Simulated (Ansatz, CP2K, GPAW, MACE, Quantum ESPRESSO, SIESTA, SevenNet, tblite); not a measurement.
# What went wrong? SIESTA on random packing of Al85Si15 (at. %) (104 atoms)

Program: SIESTA 5.4.2, a calculation on a cell of 88 Al and 16 Si, 18.3 Å³ an atom.

The input, input.fdf:

```
SystemLabel cell
NumberOfAtoms 104
NumberOfSpecies 2
%block ChemicalSpeciesLabel
  1 13 Al
  2 14 Si
%endblock ChemicalSpeciesLabel
LatticeConstant 1.0 Ang
%block LatticeVectors
  12.40380 0.00000 0.00000
  0.00000 12.40380 0.00000
  0.00000 0.00000 12.40380
%endblock LatticeVectors
PAO.BasisSize DZP
PAO.EnergyShift 0.3 Ry
XC.Functional GGA
XC.Authors PBE
MeshCutoff 300 Ry
%block kgrid_Monkhorst_Pack
  1 0 0 0.0
  0 1 0 0.0
  0 0 1 0.0
%endblock kgrid_Monkhorst_Pack
SolutionMethod diagon
OccupationFunction FD
ElectronicTemperature 580 K
SCF.Mixer.Method Pulay
SCF.Mixer.Weight 0.05
SCF.Mixer.History 8
SCF.Mix Hamiltonian
MaxSCFIterations 60
SCF.DM.Tolerance 1e-04
SCF.H.Tolerance 1.0e-3 eV
WriteForces T
Write.HirshfeldPop T
Write.VoronoiPop T
Write.DM F
Write.H F
XML.Write F
AtomicCoordinatesFormat Fractional
%block AtomicCoordinatesAndAtomicSpecies
  0.85670 0.09691 0.95750 1
  0.71631 0.67824 0.03142 1
  0.25399 0.33735 0.82143 1
  0.70713 0.20687 0.84635 1
  0.13490 0.38839 0.09448 1
  0.04237 0.00362 0.37639 1
  0.09947 0.73736 0.98439 1
  0.59369 0.74392 0.29818 1
  0.03854 0.37443 0.78470 1
  0.20844 0.53107 0.18945 1
[... 90 atom lines left out ...]
  0.00510 0.58637 0.15124 2
  0.39553 0.01373 0.37009 2
  0.20216 0.49227 0.96460 2
  0.90751 0.22730 0.83808 2
%endblock AtomicCoordinatesAndAtomicSpecies
```

Started as:

```
> OMP_NUM_THREADS=1 mpirun -np 2 siesta < input.fdf > output.txt
```

The program printed:

```text
Version         : 5.4.2
reinit: System Name:
reinit: System Label: cell
initatom: Reading input for the pseudopotentials and atomic orbitals ----------
Species number:   1 Atomic number:   13 Label: Al
Species number:   2 Atomic number:   14 Label: Si
Ground state valence configuration (from tables):   3s02  3p01  3d00  4f00
Ground state valence configuration (from tables):   3s02  3p02  3d00  4f00
---- Processing specs for species: Al
GGA--PBE XC_GGA_X_PBE--XC_GGA_C_PBE pb
---- Processing specs for species: Si
GGA--PBE XC_GGA_X_PBE--XC_GGA_C_PBE pb
Al pseudopotential only contains V_ls up to l=2 -- lmxkb reset.
Si pseudopotential only contains V_ls up to l=2 -- lmxkb reset.
Using PAO.SplitTailNorm
%block ChemicalSpeciesLabel
    1   13 Al                      # Species index, atomic number, species label
    2   14 Si                      # Species index, atomic number, species label
%endblock ChemicalSpeciesLabel
%block PAO.Basis                 # Define Basis set
Al                    2                    # Species label, number of l-shells
[... lines left out ...]
Total number of electrons:   328.000000
[... lines left out ...]
stepf: Fermi-Dirac step function
        iscf     Eharris(eV)        E_KS(eV)     FreeEng(eV)     dDmax    Ef(eV) dHmax(eV)
[... lines left out ...]
SCF Convergence by DM+H criterion
[... lines left out ...]
SCF cycle converged after 21 iterations
[... lines left out ...]
     3    2.794149    1.242928    2.662099
[...]
103   -2.783524    0.267660   -2.436841
   104    1.081364   -0.425477   -3.402780
----------------------------------------
   Tot    0.081245    0.075569   -0.013255
----------------------------------------
   Max    5.087969
   Res    1.877424    sqrt( Sum f_i^2 / 3N )
----------------------------------------
   Max    5.087969    constrained
Stress tensor Voigt[x,y,z,yz,xz,xy] (kbar):      686.48      676.49      662.97       -7.61       -1.39      -18.81
(Free)E + p*V (eV/cell)    -7565.4330
Target enthalpy (eV/cell)    -6761.0555
siesta: Program's energy decomposition (eV):
siesta: Ebs     =      -432.846529
siesta: Eions   =     15794.329559
siesta: Ena     =      6382.478147
siesta: Ekin    =      3715.984821
siesta: Enl     =      1543.448722
siesta: DEna    =       770.486134
siesta: DUscf   =        79.602923
siesta: Ex      =     -3028.309679
siesta: Ec      =      -429.989621
siesta: Exc     =     -3458.299300
siesta: Eharris =     -6760.628129
siesta: Etot    =     -6760.628112
siesta: FreeEng =     -6761.055481
siesta: Final energy (eV):
siesta:  Band Struct. =    -432.846529
siesta:       Kinetic =    3715.984821
siesta:       Hartree =    1012.087603
siesta:         Exch. =   -3028.309679
siesta:         Corr. =    -429.989621
siesta:   Exch.-corr. =   -3458.299300
siesta:  Ion-electron =   -2659.289592
siesta:       Ion-ion =   -5371.111644
siesta:         Total =   -6760.628112
siesta:         Fermi =       2.958612
siesta: Stress tensor (static) (eV/Ang**3):
siesta:     0.428469   -0.011742   -0.000870
siesta:    -0.011743    0.422231   -0.004750
siesta:    -0.000870   -0.004750    0.413794
siesta: Cell volume =       1908.377401 Ang**3
siesta: Pressure (static):
siesta:                Solid            Molecule  Units
siesta:          -0.00459069         -0.00459218  Ry/Bohr**3
siesta:          -0.42149815         -0.42163474  eV/Ang**3
siesta:        -675.31448005       -675.53332214  kBar
    Orbital volume contribution        =          19.642585 eV
    (Free)E + p_basis*V_orbitals       =       -6741.412895 eV
    (Free)Eharris+ p_basis*V_orbitals  =       -6741.412913 eV
Hirshfeld Atomic Populations:
Atom #   charge [q] valence [e]  Species
     1    -0.048951    3.048951  Al
     2     0.001740    2.998260  Al
     3    -0.022043    3.022043  Al
[...]
89     0.099470    3.900530  Si
    90     0.192775    3.807225  Si
    91     0.221063    3.778937  Si
[...]
--------------------
 Total     0.000865
Voronoi Atomic Populations:
Atom #   charge [q] valence [e]  Species
[...]
87     0.002671    2.997329  Al
    88     0.001597    2.998403  Al
[...]
103     0.128909    3.871091  Si
   104     0.107280    3.892720  Si
--------------------
 Total     0.000866
```

The job ended after 93 s (2 MPI ranks of Arm Neoverse V1, shared host; peak memory 1.1 GiB).

Banners, paths, timers and routine set-up lines are dropped from the logs unmarked, and long logs keep their key lines alone; longer cuts are marked.

**Question.** What is wrong with this input?

Orbitals confined far too tightly: energy shift 0.3 Ry. The sound run has energy shift 0.01 Ry.

The run converged all the same, so the exit status doesn't show the fault.

[Also dropped from logs without a mark: logging warnings of Python, and SIESTA's first energy breakdown and zero terms.]

[Logs are printed without paths, hosts, clocks, repeated set-up lines and the standing remarks that a program may print on its own settings, such as how far it seeks lower states.]

[Hosts, paths, dates, database ids (printed as entryN), source tags and the programs' standing remarks are cut or masked in the printed files.]
